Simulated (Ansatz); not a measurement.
# From LDA to G0W0: P2Ir (P2_1/c)

How far does one-shot GW move the LDA gap of P2Ir (P2_1/c)?

Method: LDA, then G0W0 on it, plane waves, PAW, in Ansatz 0.2.0.

Most raw output is cut from this account.

In doubt: masses and optical values from hybrid runs of this build are listed as unsure (in some of the runs), which bears on the screening that GW takes from such a start.

### 1. Set-up

It takes space group P2_1/c (No. 14, monoclinic). The conventional cell has a = 5.772 Å, b = 5.807 Å, c = 5.872 Å, α = 90.00°, β = 111.25°, γ = 90.00°. Nearest to P lie 1 P at 2.22 Å and 3 Ir at 2.41 to 2.42 Å. Nearest to P lie 1 P at 2.22 Å and 3 Ir at 2.33 to 2.35 Å. Ir has 6 P at 2.33 to 2.42 Å nearest. Farther neighbours are not listed.

The cell and positions are those that the Materials Project relaxed with its own functionals (PBE, PBE+U or r2SCAN), kept fixed. At the settings of the band run the largest force is still 0.26 eV/Å. Spin-orbit coupling is left out unless a step names it. The default PAW set here is soft_2. Its files were made with PBE.

### 2. Bands along the symmetry lines

Levels along a band path and on the mesh show where this functional puts the band edges.

This step: DFT, LDA, plane waves, PAW.

The input, input.yaml:

```yaml
crystal:
  lattice:
    - [5.7723350975, 0.0, 0.0]
    - [0.0, 5.80673151, 0.0]
    - [-2.1284997265, 0.0, 5.4731408836]
  atoms:
    - { symbol: P, position: [0.1580067, 0.88188186, 0.87028772] }
    - { symbol: P, position: [0.8419933, 0.38188186, 0.62971228] }
    - { symbol: P, position: [0.8419933, 0.11811814, 0.12971228] }
    - { symbol: P, position: [0.1580067, 0.61811814, 0.37028772] }
    - { symbol: P, position: [0.33432299, 0.37720527, 0.18854639] }
    - { symbol: P, position: [0.66567701, 0.87720527, 0.31145361] }
    - { symbol: P, position: [0.66567701, 0.62279473, 0.81145361] }
    - { symbol: P, position: [0.33432299, 0.12279473, 0.68854639] }
    - { symbol: Ir, position: [0.27186641, 0.49883041, 0.79157869] }
    - { symbol: Ir, position: [0.72813359, 0.99883041, 0.70842131] }
    - { symbol: Ir, position: [0.72813359, 0.50116959, 0.20842131] }
    - { symbol: Ir, position: [0.27186641, 0.00116959, 0.29157869] }
kpoints:
  mp_grid: { grid: [4, 4, 4] }
  band_path:
    path:
      - [0.0, 0.0, 0.0]
      - [0.0, 0.5, 0.0]
      - [0.0, 0.5, 0.5]
      - [0.0, 0.0, 0.5]
      - [0.0, 0.0, 0.0]
      - [-0.5, 0.0, 0.5]
      - [-0.5, 0.5, 0.5]
      - [0.0, 0.5, 0.0]
      - [-0.5, 0.5, 0.0]
      - [-0.5, 0.0, 0.0]
      - [0.0, 0.0, 0.0]
    npoints: 10
hamiltonian:
  xc: lda
scf:
  occupations: { method: fermi_dirac, width: 0.02 }
  n_extra_bands: 8
output:
  eigenvalues: true
  forces: true
  stress: true
```

On the command line:

```bash
$ ansatz run input.yaml --threads 24 --pin off --max-ram 82944MiB --backend cuda --events-out ev --progress --plain --runs-dir out --devices 1 --max-vram 78GiB
```

Wall time 1.9 s (1 × NVIDIA GB200 (shared by 2 runs) with 24 threads of Arm Neoverse V2, shared host); peak memory 1.1 GiB; 8.4 s of CPU time.

This step gave:

| Quantity | Value |
| --- | --- |
| pressure | -6.111 GPa |
| filled bands | 54 |
| gap | 0.6163 eV |
| valence top at | E |
| conduction bottom at | Γ |
| least direct gap | 1.526 eV |

Over mesh and path the gap is 0.616 eV, from k = (-0.500, 0.500, 0.500) to k = Γ. The least direct gap found is 1.526 eV, at k = (0.000, 0.500, 0.500). The pressure in this cell is -6 GPa; the cell is kept.

The electronic bands at the labelled points (eV, zero at the top of the highest nominally filled band):

| point | band 51 | band 52 | band 53 | band 54 | band 55 | band 56 | band 57 | band 58 |
| --- | --- | --- | --- | --- | --- | --- | --- | --- |
| Γ | -2.01 | -1.61 | -1.42 | -1.29 | 0.62 | 1.42 | 2.35 | 2.73 |
| halfway | -1.45 | -1.30 | -1.16 | -0.94 | 0.81 | 1.50 | 2.39 | 2.67 |
| Z | -1.09 | -1.09 | -0.55 | -0.55 | 1.28 | 1.28 | 2.59 | 2.59 |
| halfway | -1.22 | -1.22 | -0.52 | -0.52 | 1.23 | 1.23 | 2.74 | 2.74 |
| D | -1.19 | -1.19 | -0.12 | -0.12 | 1.41 | 1.41 | 2.09 | 2.09 |
| halfway | -1.19 | -1.19 | -0.64 | -0.64 | 1.36 | 1.36 | 1.92 | 1.92 |
| B | -1.83 | -1.83 | -0.46 | -0.46 | 1.35 | 1.35 | 2.06 | 2.06 |
| halfway | -1.84 | -1.76 | -1.19 | -0.85 | 0.89 | 1.38 | 2.34 | 2.45 |
| Γ | -2.01 | -1.61 | -1.42 | -1.29 | 0.62 | 1.42 | 2.35 | 2.73 |
| halfway | -1.62 | -1.38 | -1.16 | -0.83 | 1.02 | 2.01 | 2.36 | 2.48 |
| A | -0.86 | -0.86 | -0.74 | -0.74 | 2.35 | 2.35 | 2.41 | 2.41 |
| halfway | -1.17 | -1.17 | -0.59 | -0.59 | 2.02 | 2.02 | 2.35 | 2.35 |
| E | -0.77 | -0.77 | 0.00 | 0.00 | 1.62 | 1.62 | 2.38 | 2.38 |
| halfway | -1.06 | -1.06 | -0.80 | -0.80 | 1.66 | 1.66 | 2.56 | 2.56 |
| Z | -1.09 | -1.09 | -0.55 | -0.55 | 1.28 | 1.28 | 2.59 | 2.59 |
| halfway | -1.01 | -1.01 | -0.81 | -0.81 | 1.34 | 1.34 | 2.73 | 2.73 |
| C2 | -0.97 | -0.97 | -0.22 | -0.22 | 1.63 | 1.63 | 1.86 | 1.86 |
| halfway | -1.27 | -1.06 | -0.56 | -0.21 | 1.46 | 1.73 | 2.00 | 2.05 |
| Y2 | -1.62 | -1.55 | -0.30 | -0.07 | 1.47 | 1.77 | 2.10 | 2.26 |
| halfway | -1.71 | -1.63 | -1.13 | -0.88 | 1.08 | 1.61 | 2.27 | 2.66 |
| Γ | -2.01 | -1.61 | -1.42 | -1.29 | 0.62 | 1.42 | 2.35 | 2.73 |

### 3. One-shot GW

G0W0 replaces the xc potential by a self-energy built once from the orbitals of the start. Levels are corrected in the window of bands that the input names, at points of the mesh.

This step: G0W0 on LDA, plane waves, PAW.

input.yaml, the sections that differ from step 2:

```yaml
kpoints:
  mp_grid: { grid: [4, 2, 4] }
scf:
  occupations: { method: fixed }
gw:
  n_empty_bands: 843
  ecut_chi: 160.0
  qp_bands: [v4, c4]
  qp_kpoints: band_edges
  screening: { model: contour_deformation }
# crystal, hamiltonian: as in step 2
# output: removed
```

Wall time 42 s (1 × NVIDIA GB200 (shared by 2 runs) with 24 threads); peak memory 4.7 GiB; 2.4 min of CPU time.

Numbers from this step:

- bands summed: 897
- RPA ε∞ on this mesh (eigenvalues): 15.78, 17.46, 18.80
- plane waves in the screening matrix: 843
- q-points in the mesh: 32
- G0W0 gap over the corrected points: 1.152 eV
- k of the valence top: -0.5, -0.5, -0.5
- k of the conduction bottom: 0, 0, 0
- starting gap on the mesh: 0.6132 eV
- Z at the valence top: 0.7823
- Z at the conduction bottom: 0.7651
- least direct G0W0 gap over the corrected points: 2.017 eV

Over 16 of 20 irreducible mesh points the G0W0 gap is 1.152 eV, from k = (-0.500, -0.500, -0.500) to k = Γ. The LDA gap of this run on the mesh is 0.613 eV. The two states that bound the G0W0 gap lie that far apart at the start, so the correction of the gap is 1.152 − 0.613 = +0.539 eV. The start of this run differs from the step before in mesh (4×4×4 and 4×2×4).

Labels follow the order of the start: v1 is the top filled band, c1 the lowest empty one; levels that stay degenerate share a row, the window can cut a multiplet, doubted levels are not marked in this list, bands outside the window were not corrected, and the list may be a part of the corrected levels. The levels before and after the correction (eV, zero at the valence-band top of each column):

|  | conduction bottom | valence top |
| --- | --- | --- |
| Kohn-Sham | 0.61 | 0.00 |
| G0W0 | 1.15 | 0.00 |

|  | level | occupation | energy (eV) |
| --- | --- | --- | --- |
| Kohn-Sham | Γ v3 | 2 | -1.623 |
| Kohn-Sham | Γ v2 | 2 | -1.439 |
| Kohn-Sham | Γ v1 | 2 | -1.295 |
| Kohn-Sham | Γ c1 | 0 | 0.613 |
| Kohn-Sham | Γ c2 | 0 | 1.415 |
| Kohn-Sham | Γ c3 | 0 | 2.348 |
| Kohn-Sham | (-0.5 -0.5 -0.5) v3 | 2 | -0.774 |
| Kohn-Sham | (-0.5 -0.5 -0.5) v2-v1 | 2 | 0.000 |
| Kohn-Sham | (-0.5 -0.5 -0.5) c1-c2 | 0 | 1.611 |
| Kohn-Sham | (-0.5 -0.5 -0.5) c3 | 0 | 2.380 |
| G0W0 | Γ v3 | 2 | -1.444 |
| G0W0 | Γ v2 | 2 | -1.248 |
| G0W0 | Γ v1 | 2 | -1.098 |
| G0W0 | Γ c1 | 0 | 1.152 |
| G0W0 | Γ c2 | 0 | 1.850 |
| G0W0 | Γ c3 | 0 | 2.905 |
| G0W0 | (-0.5 -0.5 -0.5) v3 | 2 | -0.794 |
| G0W0 | (-0.5 -0.5 -0.5) v2-v1 | 2 | 0.000 |
| G0W0 | (-0.5 -0.5 -0.5) c1-c2 | 0 | 2.280 |
| G0W0 | (-0.5 -0.5 -0.5) c3 | 0 | 2.858 |

The parts of the quasiparticle energy for the two states that bound the G0W0 gap, in eV on the run's own scale (QP = start + Σx + Σc − Vxc, with Σc at the quasiparticle energy):

| edge | k | band | start | Σx | Σc | Vxc | Z | QP |
| --- | --- | --- | --- | --- | --- | --- | --- | --- |
| valence top | (-0.500, -0.500, -0.500) | 53 | 13.768 | −17.086 | 0.740 | −16.155 | 0.782 | 13.576 |
| conduction bottom | Γ | 55 | 14.381 | −17.668 | −2.923 | −20.940 | 0.765 | 14.729 |

### 4. Spin-orbit coupling

This run has two-component orbitals with spin-orbit coupling.

This step: DFT, LDA with spin-orbit coupling, plane waves, PAW.

input.yaml, the sections that differ from step 3:

```yaml
kpoints:
  mp_grid: { grid: [4, 4, 4] }
  band_path:
    path:
      - [0.0, 0.0, 0.0]
      - [0.0, 0.5, 0.0]
      - [0.0, 0.5, 0.5]
      - [0.0, 0.0, 0.5]
      - [-0.5, 0.0, 0.5]
      - [-0.5, 0.5, 0.5]
      - [-0.5, 0.5, 0.0]
      - [-0.5, 0.0, 0.0]
    npoints: 1
scf:
  occupations: { method: fermi_dirac, width: 0.02 }
  n_extra_bands: 16
magnetization:
  noncollinear: true
  spin_orbit: true
output:
  eigenvalues: true
  forces: true
  stress: true
# crystal, hamiltonian: as in step 3
# gw: removed
```

It took 1.8 s on 1 × NVIDIA GB200 (shared by 2 runs) with 24 threads; peak memory 1.4 GiB.

This step gave:

```yaml
pressure: -6.098 GPa
gap: 0.6147 eV
valence_top_at: E
conduction_bottom_at: Γ
least_direct_gap: 1.421 eV
```

Over mesh and listed points the gap is 0.615 eV, from k = (-0.500, 0.500, 0.500) to k = Γ. The least direct gap found is 1.421 eV, at k = (0.000, 0.500, 0.500). The pressure in this cell is -6 GPa; the cell is kept. LDA+SOC against LDA: 0.615 − 0.616 = −0.001 eV, with the same mesh, set of files (read in its fully relativistic form for the spin-orbit run) and cutoff, and both edges at the same k points. The spin-orbit run sees mesh and listed points alone, so its gap is an upper bound: the coupling can move an edge off these points, and the change over the zone, its sign included where it is small, is not known.

### 5. Side by side

Each gap is the least one over the points named; times are wall times on shared hosts, not benchmarks. A G0W0 time includes the run's own self-consistent start. Runs with listed points see these and the mesh alone, so an edge that moves elsewhere is missed. Rows marked * are further runs, not shown as steps, whose inputs differ from the G0W0 step on the same start in the columns given; solver thresholds can differ too. Symmetry makes (-0.500, 0.500, 0.500) and (-0.500, -0.500, -0.500) one point.

| level | mesh | files, cutoff | bands summed, screening | points | gap (eV) | valence top | conduction bottom | least direct gap (eV) | time |
| --- | --- | --- | --- | --- | --- | --- | --- | --- | --- |
| LDA | 4×4×4 | soft_2 PAW, 420 eV | - | mesh and path | 0.616 | (-0.500, 0.500, 0.500) | Γ | 1.526 | 1.9 s |
| LDA+SOC | 4×4×4 | soft_2 PAW, 420 eV | - | mesh and listed points | 0.615 | (-0.500, 0.500, 0.500) | Γ | 1.421 | 1.8 s |
| G0W0@LDA* | 4×2×4 | soft_2 PAW, 420 eV | 192, 48 eV | 16 of 20 irreducible mesh points | 1.100 | (-0.500, -0.500, -0.500) | Γ | 1.996 | 5.6 s |
| G0W0@LDA* | 4×2×4 | soft_2 PAW, 420 eV | 445, 96 eV | 16 of 20 irreducible mesh points | 1.139 | (-0.500, -0.500, -0.500) | Γ | 2.016 | 11 s |
| G0W0@LDA | 4×2×4 | soft_2 PAW, 420 eV | 897, 160 eV | 16 of 20 irreducible mesh points | 1.152 | (-0.500, -0.500, -0.500) | Γ | 2.017 | 42 s |
| G0W0@LDA* | 2×2×2 | soft_2 PAW, 420 eV | 445, 96 eV | all 8 irreducible mesh points | 1.130 | (-0.500, -0.500, -0.500) | Γ | 1.999 | 2.8 s |
| G0W0@LDA* | 4×2×4 | soft_2 PAW, 420 eV | 445, 96 eV, plasmon pole | 16 of 20 irreducible mesh points | 1.191 | (-0.500, 0.000, 0.000) | Γ | 2.068 | 14 s |

### 6. Outcome

```yaml
lda_gap_over_mesh_and_path: 0.616 eV, from k = (-0.500, 0.500, 0.500) to k = Γ
g0w0_lda_gap_over_16_of_20_irreducible_mesh_points: 1.152 eV, from k = (-0.500, -0.500, -0.500) to k = Γ
lda_soc_gap_over_mesh_and_listed_points: 0.615 eV
estimated_limit_in_bands_and_cutoff_on_this_mesh: 1.165 eV
gw_settings: 4×2×4 mesh, 843 empty bands, screening to 160 eV
known_limits: finite bands, screening cutoff and k mesh; no spin-orbit coupling in G0W0; no spin polarisation
```

**Reading.** Over 16 of 20 irreducible mesh points the G0W0 gap is 1.152 eV, from k = (-0.500, -0.500, -0.500) to k = Γ. The LDA gap of this run on the mesh is 0.613 eV. The two states that bound the G0W0 gap lie that far apart at the start, so the correction of the gap is 1.152 − 0.613 = +0.539 eV. The valence state moves by 13.576 − 13.768 = −0.192 eV and the conduction state by 14.729 − 14.381 = +0.348 eV, on the run's own scale; with 192 bands the edge states move by +0.544 and +1.030 eV, so the split between the edges depends on the bands and cutoff. Both edges that LDA shows over mesh and path lie at k points where levels were corrected. Levels at other points were not corrected, so a lower G0W0 gap elsewhere in the zone is not ruled out. From 192 bands and 48 eV to 897 bands and 160 eV the gap moves by 1.152 − 1.100 = +0.052 eV (rung by rung 1.100, 1.139, 1.152 eV); bands and screening cutoff rise together, so their parts are not told apart. A line in one over the bands through the two highest rungs gives 1.152 + (1.152 − 1.139) × 445 / (897 − 445) = 1.165 eV, and through the pair below 1.139 + (1.139 − 1.100) × 192 / (445 − 192) = 1.169 eV. The two agree within 0.03 eV and the same two states bound the gap in each rung, so 1.165 eV is taken as an estimate of the limit on this mesh. With the 2×2×2 mesh in place of the 4×2×4 mesh and all else as in the G0W0@LDA row with 445 bands, the gap differs by 1.130 − 1.139 = −0.009 eV, and that of the start by 0.604 − 0.613 = −0.009 eV. With the plasmon pole model in place of the contour deformation model and all else as in the G0W0@LDA row with 445 bands, the gap differs by 1.191 − 1.139 = +0.052 eV; an edge lies at another k point, so this need not be the shift of one pair of states. G0W0 on other starts in this series, not shown as steps and not all at these settings: 1.246 eV on r2SCAN (4×2×4, soft_2 PAW, 445 bands, 96 eV) and 1.362 eV on HSE06 (4×2×4, soft_2 PAW, 445 bands, 96 eV). LDA+SOC against LDA: 0.615 − 0.616 = −0.001 eV, with the same mesh, set of files (read in its fully relativistic form for the spin-orbit run) and cutoff, and both edges at the same k points. The spin-orbit run sees mesh and listed points alone, so its gap is an upper bound: the coupling can move an edge off these points, and the change over the zone, its sign included where it is small, is not known. What spin-orbit coupling does to the G0W0 levels was not computed, so no sum with the G0W0 gap is formed. The G0W0 runs are scalar-relativistic. The runs have no spin polarisation, and the cell holds Ir; whether a magnetic state lies lower is not shown here. Where d states form a band edge, one-shot GW is known to depend on its start; the orbital character of the edges was not analysed here. G0W0@LDA runs of this series with other atomic data on the same mesh, not shown as steps, give 1.141 eV (hard PAW, 620 eV, 473 bands, screening to 96 eV; the table's row with the same empty bands and screening cutoff has 1.139 eV); where bands and cutoffs differ too, the part of the files is not isolated.

[Paths, hosts, dates, memory and timing lines, banners, echoed tables and standing remarks are left out of the program output.]

[Logs are printed without paths, hosts, clocks, repeated set-up lines and the standing remarks that a program may print on its own settings, such as how far it seeks lower states.]

[Runs of the session that timed out or met a known fault of the program may be left out.]

[Cells called generated may have been cut or substituted from an entry of the Crystallography Open Database or the Materials Project.]

[Hosts, paths, dates, database ids (printed as entryN), source tags and the programs' standing remarks are cut or masked in the printed files.]

[Where an RPA ε∞ is given, it is that of the G0W0 mesh and is not shown converged in it. Names of k-points follow the symmetry that the program found, which can be lower than the space group named. Band edges on a path are those of the sampled points; other points can move an edge, and change direct to indirect where valleys lie close.]

[Hybrid gaps are those of their k-mesh and are not shown converged in it.]
